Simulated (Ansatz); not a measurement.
# Decaying states in the gap of TlGeClF2

Aim: relax a made-up compound, TlGeClF2, and see how good a tunnel barrier it would be. It is built by putting Cl for part of the F in the TlGeF3 structure of space group P1, with the volume rescaled by atomic radii. The parent structure comes from the Materials Project.

Main program and level: Ansatz 0.2.0; PBEsol DFT, plane waves, PAW files, in the first sound run; inputs show where later runs differ.

The structure was built from a prototype and need not be the compound's stable phase.

### Step 1. The starting structure

It takes space group P1 (No. 1, triclinic). Conventional cell: a = 4.971 Å, b = 4.983 Å, c = 5.117 Å, α = 101.86°, β = 93.83°, γ = 90.37°. Nearest to Tl lie 2 F at 2.90 to 3.01 Å and 2 Cl at 3.08 to 3.21 Å. Nearest to Ge lie 2 F at 2.00 to 2.01 Å and 1 Cl at 2.00 Å. Nearest to F lie 1 Ge at 2.00 Å. Nearest to Cl lie 2 Ge at 2.00 to 3.15 Å and 2 Tl at 3.08 to 3.21 Å. F has 1 Ge at 2.01 Å nearest. It derives from TlGeF3. Cl for part of the F in the TlGeF3 structure of space group P1. Farther neighbours and most contacts between anions are not listed.

Structure file:

```cif
data_structure
_symmetry_space_group_name_H-M 'P1'
_symmetry_Int_Tables_number 1
_cell_length_a 4.9706
_cell_length_b 4.9826
_cell_length_c 5.1174
_cell_angle_alpha 101.856
_cell_angle_beta 93.831
_cell_angle_gamma 90.371
_cell_volume 123.73
loop_
_atom_site_label
_atom_site_type_symbol
_atom_site_symmetry_multiplicity
_atom_site_Wyckoff_symbol
_atom_site_fract_x
_atom_site_fract_y
_atom_site_fract_z
_atom_site_occupancy
Tl1 Tl 1 a 0.10463 0.03340 0.96218 1
Ge1 Ge 1 a 0.51816 0.49889 0.49457 1
F1 F 1 a 0.91956 0.53306 0.55151 1
Cl1 Cl 1 a 0.47793 0.53709 0.88656 1
F2 F 1 a 0.47972 0.90756 0.54518 1
```

### Step 2. Relaxing the new crystal

The substituted atoms don't fit the parent's cell, so cell and atoms relax together. A small smearing keeps the run stable in case the gap closes on the way.

input.yaml

```yaml
crystal:
  lattice:
    - [4.9705942334, 0.0, 0.0]
    - [-0.0322315459, 4.9825027097, 0.0]
    - [-0.3419098462, -1.0535805679, 4.9960538798]
  atoms:
    - { symbol: Tl, position: [0.104629, 0.0334, 0.962179] }
    - { symbol: Ge, position: [0.518156, 0.498888, 0.494567] }
    - { symbol: F, position: [0.919565, 0.533056, 0.551512] }
    - { symbol: Cl, position: [0.477935, 0.537093, 0.886558] }
    - { symbol: F, position: [0.479715, 0.90756, 0.545182] }
kpoints:
  mp_grid: { grid: [4, 4, 4] }
scf:
  occupations: { method: gaussian, width: 0.03 }
hamiltonian:
  xc: pbesol
output:
  forces: true
  stress: true
relax:
  f_tol: 0.02
  max_steps: 60
  cell: {}
```

The run is started by

```
ansatz run input.yaml --threads 2 --pin off --max-ram 4096MiB --backend cpu --events-out ev --progress --plain --runs-dir out
```

Numbers of over 12 decimals in the logs are rounded to 6 here.

Log:

```text
Engine: ansatz 0.2.0, aarch64-unknown-linux-gnu
Pseudopotentials: kind: paw
Pseudopotential: Tl, paw, valence charge 13, recommended cutoff 420 eV (normal), Tl.paw.azcp
Pseudopotential: Ge, paw, valence charge 14, recommended cutoff 420 eV (normal), Ge.paw.azcp
Pseudopotential: F, paw, valence charge 7, recommended cutoff 420 eV (normal), F.paw.azcp
Pseudopotential: Cl, paw, valence charge 7, recommended cutoff 420 eV (normal), Cl.paw.azcp
Functional definition: PBEsol
  exchange = pbesol_x
  correlation = pbesol_c
Crystal: 5 atoms, lattice volume = 123.732 Å³
Basis set: ecut = 420 eV, 2443 PW (Γ), exchange–correlation on 72×72×72 points (8 copies of the dense FFT grid, shifted against one another)
Bands: 29, of which v1, the nominal top of the filled ones, is band 24 counted from 1 (23 counted from 0)
Symmetry: 1 space group operations
Space group: P1 (ITA 1), of the structure as read, at distance tolerance 5.0e-5 Å
k-points: 36 of 64 (time reversal used)
Non-local potential: Tl, projectors of the file, l = 0: 2, l = 1: 2, l = 2: 2, l = 3: 1
Non-local potential: Ge, projectors of the file, l = 0: 2, l = 1: 2, l = 2: 3, l = 3: 1
Non-local potential: F, projectors of the file, l = 0: 2, l = 1: 2, l = 2: 1
Non-local potential: Cl, projectors of the file, l = 0: 2, l = 1: 2, l = 2: 2
PAW form: soft (Blöchl's): semilocal exchange-correlation on the pseudo side does not see the compensation charge
PAW frozen core: Tl, regenerated for the run's functional, and the local potential with it (the file was generated under x = pbe(κ = 0.804, μ = 0.219515), c = pbe(β = 0.066725))
PAW frozen core: Ge, regenerated for the run's functional, and the local potential with it (the file was generated under x = pbe(κ = 0.804, μ = 0.219515), c = pbe(β = 0.066725))
PAW frozen core: F, regenerated for the run's functional, and the local potential with it (the file was generated under x = pbe(κ = 0.804, μ = 0.219515), c = pbe(β = 0.066725))
PAW frozen core: Cl, regenerated for the run's functional, and the local potential with it (the file was generated under x = pbe(κ = 0.804, μ = 0.219515), c = pbe(β = 0.066725))
PAW one-centre angular grid: Tl, 590 points (default); XC on 64 Gauss nodes
PAW one-centre angular grid: Ge, 590 points (default); XC on 64 Gauss nodes
PAW one-centre angular grid: F, 110 points (default); XC on 64 Gauss nodes
PAW one-centre angular grid: Cl, 110 points (default); XC on 64 Gauss nodes
Initial density: superposition of atomic densities (neutral atoms: chi_scale 0, normalization atom), corrected by the library's trained network
Initial wavefunctions: pseudopotential atomic-orbital guess
Functional: x = pbesol(κ = 0.804, μ = 0.123457), c = pbesol(β = 0.046)
SCF iter   1: F=—  HF=-18212.135030 eV  |F-HF|=—  |Δ(HF+E_count)|=         —  Δρ=8.14e-3  dr2=6.20e-2  ethr=1.77e-3  ⟨swp⟩=7.1  Hψ=4762  notcnv=0
preconditioner: auto → Resta (q_TF=auto, 2.330 Å⁻¹)  ε∞=3.2  [insulator: Δε(μ)=2.714 eV  Ē_g=15.589 eV  σ=0.030 eV  W_gap=1.00  n_scr=24 (ndim 8)  ℏωp=23.1 eV  f_vac=0.177  D(μ)=0.00/eV (n_scr^D=0)  ε∞_Penn≈3.2]
SCF iter   2: F=—  HF=-18212.120356 eV  |F-HF|=—  |Δ(HF+E_count)|=   1.47e-2  Δρ=2.89e-3  dr2=7.95e-3  ethr=1.29e-4  ⟨swp⟩=2.0  Hψ=2160  notcnv=0  defer=36
SCF iter   3: F=—  HF=-18212.118857 eV  |F-HF|=—  |Δ(HF+E_count)|=   1.50e-3  Δρ=9.05e-4  dr2=1.09e-3  ethr=1.66e-5  ⟨swp⟩=2.1  Hψ=1838  notcnv=0  defer=36
SCF iter   4: F=—  HF=-18212.118884 eV  |F-HF|=—  |Δ(HF+E_count)|=   2.74e-5  Δρ=3.01e-4  dr2=1.19e-4  ethr=2.27e-6  ⟨swp⟩=2.2  Hψ=1457  notcnv=0  defer=36
SCF iter   5: F=—  HF=-18212.118936 eV  |F-HF|=—  |Δ(HF+E_count)|=   5.20e-5  Δρ=7.71e-5  dr2=8.17e-6  ethr=2.49e-7  ⟨swp⟩=2.0  Hψ=1800  notcnv=0  defer=36
SCF iter   6: F=—  HF=-18212.118926 eV  |F-HF|=—  |Δ(HF+E_count)|=   1.06e-5  Δρ=4.33e-5  dr2=1.83e-6  ethr=1.70e-8  ⟨swp⟩=2.0  Hψ=1873  notcnv=0  defer=36
SCF iter   7: F=—  HF=-18212.118927 eV  |F-HF|=—  |Δ(HF+E_count)|=   6.36e-7  Δρ=1.63e-5  dr2=2.71e-7  ethr=3.80e-9  ⟨swp⟩=2.0  Hψ=1872  notcnv=0  defer=36
SCF iter   8: F=-18212.118927 eV  HF=-18212.118927 eV  |F-HF|=1.79e-8  |Δ(HF+E_count)|=   2.10e-7  Δρ=7.04e-6  dr2=5.28e-8  ethr=2.08e-10  ⟨swp⟩=4.9  Hψ=3689  notcnv=0
SCF 1 converged in 8 iterations: F = -18212.118927 eV  dr2 = 5.28e-8
  greatest PAW one-centre occupation: 0.999 electrons in one spin orbital (limit 2), on the Ge atom at site 1 (counted from 0), in its partial waves of l = 2
relax step   1: F+E_penalty+E_count = -18212.11892678 eV  Δ(F+E_penalty+E_count) = +0.000e0 eV  max|allowed force component| = 4.747e0 eV/Å  Δτ_max = 0.0000 Å  P = +1.834 GPa  Ω = 123.732 Å³  (8 SCF iters, dr2 threshold 1.00e-7 eV, accepted)
Crystal: 5 atoms, lattice volume = 119.312 Å³
Basis set: ecut = 420 eV, 2335 PW (Γ), exchange–correlation on 72×72×72 points (8 copies of the dense FFT grid, shifted against one another)
Initial density: handed on by an earlier stage of this run
Initial wavefunctions: those handed on with the density
iter 1 solved again at ethr=5.62e-4 eV; its pass at ethr=3.10e-3 eV (dr2=2.70e-1 eV) is discarded
SCF iter   1: F=—  HF=-18213.026390 eV  |F-HF|=—  |Δ(HF+E_count)|=         —  Δρ=1.38e-2  dr2=2.74e-1  ethr=5.62e-4  ⟨swp⟩=1.0  Hψ=6260  notcnv=0
preconditioner: auto → Resta (q_TF=auto, 2.344 Å⁻¹)  ε∞=3.2  [insulator: Δε(μ)=2.802 eV  Ē_g=15.707 eV  σ=0.030 eV  W_gap=1.00  n_scr=24 (ndim 8)  ℏωp=23.6 eV  f_vac=0.150  D(μ)=0.00/eV (n_scr^D=0)  ε∞_Penn≈3.2]
SCF iter   2: F=—  HF=-18212.948460 eV  |F-HF|=—  |Δ(HF+E_count)|=   7.79e-2  Δρ=6.26e-3  dr2=4.59e-2  ethr=5.62e-4  ⟨swp⟩=2.0  Hψ=1738  notcnv=0
SCF iter   3: F=—  HF=-18212.936515 eV  |F-HF|=—  |Δ(HF+E_count)|=   1.19e-2  Δρ=3.12e-3  dr2=1.19e-2  ethr=9.56e-5  ⟨swp⟩=2.1  Hψ=2025  notcnv=0  defer=33
SCF iter   4: F=—  HF=-18212.933627 eV  |F-HF|=—  |Δ(HF+E_count)|=   2.89e-3  Δρ=1.01e-3  dr2=1.58e-3  ethr=2.48e-5  ⟨swp⟩=2.0  Hψ=1583  notcnv=0  defer=36
SCF iter   5: F=—  HF=-18212.933327 eV  |F-HF|=—  |Δ(HF+E_count)|=   3.00e-4  Δρ=2.27e-4  dr2=1.13e-4  ethr=3.30e-6  ⟨swp⟩=2.0  Hψ=1399  notcnv=0  defer=36
SCF iter   6: F=—  HF=-18212.933399 eV  |F-HF|=—  |Δ(HF+E_count)|=   7.17e-5  Δρ=1.56e-4  dr2=2.22e-5  ethr=2.36e-7  ⟨swp⟩=2.0  Hψ=1878  notcnv=0  defer=36
SCF iter   7: F=—  HF=-18212.933394 eV  |F-HF|=—  |Δ(HF+E_count)|=   5.14e-6  Δρ=4.98e-5  dr2=2.89e-6  ethr=4.62e-8  ⟨swp⟩=2.0  Hψ=1875  notcnv=0  defer=36
SCF iter   8: F=—  HF=-18212.933397 eV  |F-HF|=—  |Δ(HF+E_count)|=   3.48e-6  Δρ=4.17e-5  dr2=1.47e-6  ethr=1.04e-9  ⟨swp⟩=5.0  Hψ=4049  notcnv=0
[...]
relax step   9: F+E_penalty+E_count = -18213.23397031 eV  Δ(F+E_penalty+E_count) = -1.074e-3 eV  max|allowed force component| = 1.467e-2 eV/Å  Δτ_max = 0.0405 Å  P = -0.013 GPa  Ω = 112.506 Å³  energy of the carried Pulay correction = +1.681e-2 eV  (8 SCF iters, dr2 threshold 1.55e-8 eV, accepted)
relax step  10: F+E_penalty+E_count = -18213.23444422 eV  Δ(F+E_penalty+E_count) = -4.739e-4 eV  max|allowed force component| = 1.877e-2 eV/Å  Δτ_max = 0.0362 Å  P = -0.021 GPa  Ω = 112.403 Å³  energy of the carried Pulay correction = +1.698e-2 eV  (11 SCF iters, accepted)
relax step  11: F+E_penalty+E_count = -18213.23459396 eV  Δ(F+E_penalty+E_count) = -1.497e-4 eV  max|allowed force component| = 1.191e-2 eV/Å  Δτ_max = 0.0153 Å  P = +0.012 GPa  Ω = 112.359 Å³  energy of the carried Pulay correction = +1.704e-2 eV  (7 SCF iters, dr2 threshold 1.06e-8 eV, accepted)
relax step  12: F+E_penalty+E_count = -18213.24142751 eV  Δ(F+E_penalty+E_count) = -6.834e-3 eV  max|allowed force component| = 1.084e-2 eV/Å  Δτ_max = 0.0000 Å  P = +0.058 GPa  Ω = 112.359 Å³  stress off target by 4.55e-1 GPa  SCF on the basis re-selected at this cell (its energy is not comparable with the rows above)  (9 SCF iters)
relax step  13: F+E_penalty+E_count = -18213.24410124 eV  Δ(F+E_penalty+E_count) = -2.674e-3 eV  max|allowed force component| = 2.126e-2 eV/Å  Δτ_max = 0.0401 Å  P = +0.036 GPa  Ω = 112.567 Å³  energy of the carried Pulay correction = -4.726e-4 eV  (6 SCF iters, dr2 threshold 5.00e-7 eV, accepted)
relax step  14: F+E_penalty+E_count = -18213.24117637 eV  Δ(F+E_penalty+E_count) = +2.925e-3 eV  max|allowed force component| = 1.015e-1 eV/Å  Δτ_max = 0.0485 Å  P = -0.193 GPa  Ω = 113.393 Å³  energy of the carried Pulay correction = -1.886e-3 eV  (7 SCF iters, dr2 threshold 9.50e-8 eV, rejected (line search))
relax step  15: F+E_penalty+E_count = -18213.24512301 eV  Δ(F+E_penalty+E_count) = -1.022e-3 eV  max|allowed force component| = 7.465e-3 eV/Å  Δτ_max = 0.0270 Å  P = +0.010 GPa  Ω = 112.700 Å³  energy of the carried Pulay correction = -7.281e-4 eV  (11 SCF iters, accepted)
relax step  16: F+E_penalty+E_count = -18213.24479835 eV  Δ(F+E_penalty+E_count) = +3.247e-4 eV  max|allowed force component| = 7.637e-3 eV/Å  Δτ_max = 0.0080 Å  P = -0.031 GPa  Ω = 112.992 Å³  energy of the carried Pulay correction = -1.176e-3 eV  (7 SCF iters, dr2 threshold 1.17e-8 eV, accepted)
relax step  17: F+E_penalty+E_count = -18213.24699129 eV  Δ(F+E_penalty+E_count) = -2.193e-3 eV  max|allowed force component| = 7.197e-3 eV/Å  Δτ_max = 0.0000 Å  P = +0.001 GPa  Ω = 112.992 Å³  stress off target by 9.41e-2 GPa  SCF on the basis re-selected at this cell (its energy is not comparable with the rows above)  (8 SCF iters)
relax step  18: F+E_penalty+E_count = -18213.24736435 eV  Δ(F+E_penalty+E_count) = -3.731e-4 eV  max|allowed force component| = 2.431e-2 eV/Å  Δτ_max = 0.0199 Å  P = +0.031 GPa  Ω = 112.937 Å³  energy of the carried Pulay correction = +2.385e-5 eV  (7 SCF iters, dr2 threshold 2.22e-8 eV, accepted)
relax step  19: F+E_penalty+E_count = -18213.24723556 eV  Δ(F+E_penalty+E_count) = +1.288e-4 eV  max|allowed force component| = 2.677e-2 eV/Å  Δτ_max = 0.0076 Å  P = -0.018 GPa  Ω = 113.001 Å³  energy of the carried Pulay correction = -9.362e-5 eV  (6 SCF iters, dr2 threshold 3.69e-8 eV, rejected (line search))
relax step  20: F+E_penalty+E_count = -18213.24736163 eV  Δ(F+E_penalty+E_count) = +2.726e-6 eV  max|allowed force component| = 1.594e-3 eV/Å  Δτ_max = 0.0046 Å  P = +0.005 GPa  Ω = 113.007 Å³  energy of the carried Pulay correction = -8.647e-5 eV  (9 SCF iters, accepted)
iter 1 solved again at ethr=5.37e-7 eV; its pass at ethr=3.10e-3 eV (dr2=2.58e-4 eV) is discarded
SCF iter   1: F=—  HF=-18213.246217 eV  |F-HF|=—  |Δ(HF+E_count)|=         —  Δρ=1.96e-4  dr2=1.27e-6  ethr=5.37e-7  ⟨swp⟩=3.0  Hψ=7175  notcnv=0
preconditioner: auto → Resta (q_TF=auto, 2.365 Å⁻¹)  ε∞=3.3  [insulator: Δε(μ)=3.328 eV  Ē_g=15.995 eV  σ=0.030 eV  W_gap=1.00  n_scr=24 (ndim 8)  ℏωp=24.2 eV  f_vac=0.133  D(μ)=0.00/eV (n_scr^D=0)  ε∞_Penn≈3.3]
SCF iter   2: F=—  HF=-18213.247190 eV  |F-HF|=—  |Δ(HF+E_count)|=   9.74e-4  Δρ=9.89e-5  dr2=3.16e-7  ethr=2.65e-9  ⟨swp⟩=2.0  Hψ=1684  notcnv=0
SCF iter   3: F=—  HF=-18213.247524 eV  |F-HF|=—  |Δ(HF+E_count)|=   3.33e-4  Δρ=1.68e-5  dr2=8.70e-8  ethr=6.58e-10  ⟨swp⟩=2.2  Hψ=1734  notcnv=0
SCF iter   4: F=—  HF=-18213.247529 eV  |F-HF|=—  |Δ(HF+E_count)|=   5.20e-6  Δρ=2.62e-6  dr2=2.60e-9  ethr=1.81e-10  ⟨swp⟩=2.0  Hψ=1725  notcnv=0
SCF iter   5: F=—  HF=-18213.247529 eV  |F-HF|=—  |Δ(HF+E_count)|=   1.82e-7  Δρ=6.13e-7  dr2=7.23e-10  ethr=5.41e-12  ⟨swp⟩=2.1  Hψ=1479  notcnv=0
SCF iter   6: F=—  HF=-18213.247529 eV  |F-HF|=—  |Δ(HF+E_count)|=   5.74e-9  Δρ=2.55e-7  dr2=1.53e-10  ethr=1.51e-12  ⟨swp⟩=2.1  Hψ=1520  notcnv=0
SCF iter   7: F=-18213.247529 eV  HF=-18213.247529 eV  |F-HF|=2.91e-11  |Δ(HF+E_count)|=  2.55e-10  Δρ=1.23e-7  dr2=2.39e-11  ethr=1.00e-12  ⟨swp⟩=4.3  Hψ=3539  notcnv=0
SCF 21 converged in 7 iterations: F = -18213.247529 eV  dr2 = 2.39e-11
relax step  21: F+E_penalty+E_count = -18213.24752919 eV  Δ(F+E_penalty+E_count) = -1.676e-4 eV  max|allowed force component| = 1.597e-3 eV/Å  Δτ_max = 0.0000 Å  P = +0.007 GPa  Ω = 113.007 Å³  stress off target by 3.75e-2 GPa  SCF on the basis re-selected at this cell (its energy is not comparable with the rows above)  (7 SCF iters)
basis re-selected at this cell: Δ(F+E_penalty+E_count) = -1.676e-4 eV, ΔP = +0.002 GPa vs the last step (what re-selecting the basis moved, of the pressure what is left beyond the Pulay correction that the steps carried, after the strain that the cell walked since its last selection, with what the two solves' SCF thresholds leave and, on support functions, any second-order correction that the steps lacked; it is no m [...]
SCF converged after 7 iterations
Free energy (F): -18213.247529 eV
Harris-Foulkes:  -18213.247529 eV  (|F-HF|=2.91e-11)
Internal energy: -18213.247529 eV  (E = F + TS)
E sigma→0 (E₀):  -18213.247529 eV
Fermi energy:    5.081644 eV
--- Per-component energies (eV) ---
  E_band       = -355.074132
  E_kinetic    = 1011.856241
  E_local      = -5665.884903  (includes V_loc(G=0)·N_el)
  E_nonlocal   = 913.264737
  E_hartree    = 2308.650938
  E_xc         = -565.667091
  E_vxc        = -528.692867  (∫ρ·V_xc dr)
  E_paw        = -13018.379720  (= ΣΔE_a)
  E_vpaw       = -702.923832  (= ΣTr[D̂ρ^β])
  E_aug_tail   = 0.004355  (compensation charges beyond the density's cutoff)
  E_ewald      = -3198.211606
  E_core_change = 1.119519  (= ΣΔE_core)
  E_smearing   = -0.000000  (= −TS)
  E_closure    = -0.000000  (closes the sum)
  Σ components = -18213.247529   (vs F -18213.247529, Δ=0.00e0)
--- Forces (eV/Å), atoms counted from 1 ---
  atom   1  Tl     0.00058354     0.00004903    -0.00050085
  atom   2  Ge     0.00077206     0.00147821     0.00073154
  atom   3  F     -0.00046487    -0.00002591     0.00060606
  atom   4  Cl    -0.00041339    -0.00107162    -0.00159628
  atom   5  F     -0.00047831    -0.00043055     0.00076092
  max |Σ_I F_I| component: 1.39e-6 eV/Å
--- Stress (GPa, compression-positive) ---
        0.006646       0.008759      -0.023798
        0.008759      -0.000535      -0.004276
       -0.023798      -0.004276       0.015736
  P = ⅓ Tr σ = 0.0073 GPa (0.073 kbar)
--- Relaxed structure (18 steps of the walk, 16 accepted, 3 SCFs on fresh bases) ---
  F+E_penalty+E_count = -18213.24752919 eV   max|allowed force component| = 1.597e-3 eV/Å   (the final SCF, on the basis selected at the relaxed cell)
  cell:  # Å, volume = 113.0072 Å³
    - [4.633146, 0.049054, -0.347058]
    - [0.019128, 4.663422, -0.299648]
    - [-0.677931, -1.292270, 5.363477]
  atoms:
    - { symbol: Tl, position: [0.060654, 0.075619, 0.896222] }
    - { symbol: Ge, position: [0.497709, 0.480519, 0.490295] }
    - { symbol: F, position: [0.905722, 0.486237, 0.540307] }
    - { symbol: Cl, position: [0.549628, 0.573588, 0.955584] }
    - { symbol: F, position: [0.486288, 0.894034, 0.557591] }
```

Wall time 1.7 min (2 threads of Arm Neoverse V2, shared host); peak memory 0.43 GiB.

Relaxation path:

| step | energy less that of the first step (eV) | largest force component (eV/Å) | pressure (GPa) | volume (Å³) |
| --- | --- | --- | --- | --- |
| 1 | 0.0000 | 4.7466 | 1.83 | 123.73 |
| 2 | -0.8145 | 1.0680 | -0.69 | 119.31 |
| 3 | -1.0628 | 0.4728 | 0.93 | 115.95 |
| 4 | -1.0909 | 0.2551 | 0.08 | 116.12 |
| 5 | -1.1031 | 0.1569 | 0.11 | 113.92 |
| 6 | -1.1085 | 0.0818 | 0.05 | 113.01 |
| 7 | -1.1125 | 0.0295 | 0.07 | 112.29 |
| 8 | -1.1140 | 0.0152 | -0.02 | 112.68 |
| 9 | -1.1150 | 0.0147 | -0.01 | 112.51 |
| 10 | -1.1155 | 0.0188 | -0.02 | 112.40 |
| 11 | -1.1157 | 0.0119 | 0.01 | 112.36 |
| 12* | -1.1225 | 0.0108 | 0.06 | 112.36 |
| 13 | -1.1252 | 0.0213 | 0.04 | 112.57 |
| 14 | -1.1222 | 0.1015 | -0.19 | 113.39 |
| 15 | -1.1262 | 0.0075 | 0.01 | 112.70 |
| 16 | -1.1259 | 0.0076 | -0.03 | 112.99 |
| 17* | -1.1281 | 0.0072 | 0.00 | 112.99 |
| 18 | -1.1284 | 0.0243 | 0.03 | 112.94 |
| 19 | -1.1283 | 0.0268 | -0.02 | 113.00 |
| 20 | -1.1284 | 0.0016 | 0.00 | 113.01 |
| 21* | -1.1286 | 0.0016 | 0.01 | 113.01 |

Relaxation steps marked * repeat the geometry before them on a plane-wave basis chosen anew for their cell, so energy and pressure can jump there. Relaxation steps 14, 19 were tried and not accepted.

| cell as run | before | after | change |
| --- | --- | --- | --- |
| a (Å) | 4.971 | 4.646 | -6.5 % |
| b (Å) | 4.983 | 4.673 | -6.2 % |
| c (Å) | 5.117 | 5.558 | +8.6 % |
| α (°) | 101.86 | 107.12 | +5.2 % |
| β (°) | 93.83 | 101.31 | +8.0 % |
| γ (°) | 90.37 | 88.89 | -1.6 % |
| volume (Å³/atom) | 24.75 | 22.60 | -8.7 % |

The atoms that moved most (Å, as changes of fractional coordinates times the final cell):

| atom | dx | dy | dz | length |
| --- | --- | --- | --- | --- |
| Tl1 | -0.158 | 0.280 | -0.351 | 0.476 |
| Cl4 | 0.286 | 0.085 | 0.334 | 0.448 |
| F3 | -0.057 | -0.205 | -0.041 | 0.216 |
| Ge2 | -0.092 | -0.081 | -0.010 | 0.123 |
| F5 | 0.022 | -0.079 | 0.068 | 0.107 |

The relaxed structure:

```xyz
5
Lattice="4.6331 0.0491 -0.3471 0.0191 4.6634 -0.2996 -0.6779 -1.2923 5.3635" Properties=species:S:1:pos:R:3 pbc="T T T"
Tl   -0.3251   -0.8025    4.7632
Ge    1.9828    1.6317    2.3130
F     3.8394    1.6137    2.4379
Cl    1.9097    1.4670    4.7626
F     1.8921    3.4726    2.5540
```

Numbers from this step:

```yaml
free_energy: -18213.2475 eV
fermi_energy: 5.082 eV
pressure: 0.007283 GPa
```

The largest force component on a free atom ends at 0.0016 eV/Å.

(Part 1 of 3 ends here.)

[Logs are printed without paths, hosts, clocks, repeated set-up lines and the standing remarks that a program may print on its own settings, such as how far it seeks lower states.]

[Hosts, paths, dates, database ids (printed as entryN), source tags and the programs' standing remarks are cut or masked in the printed files.]
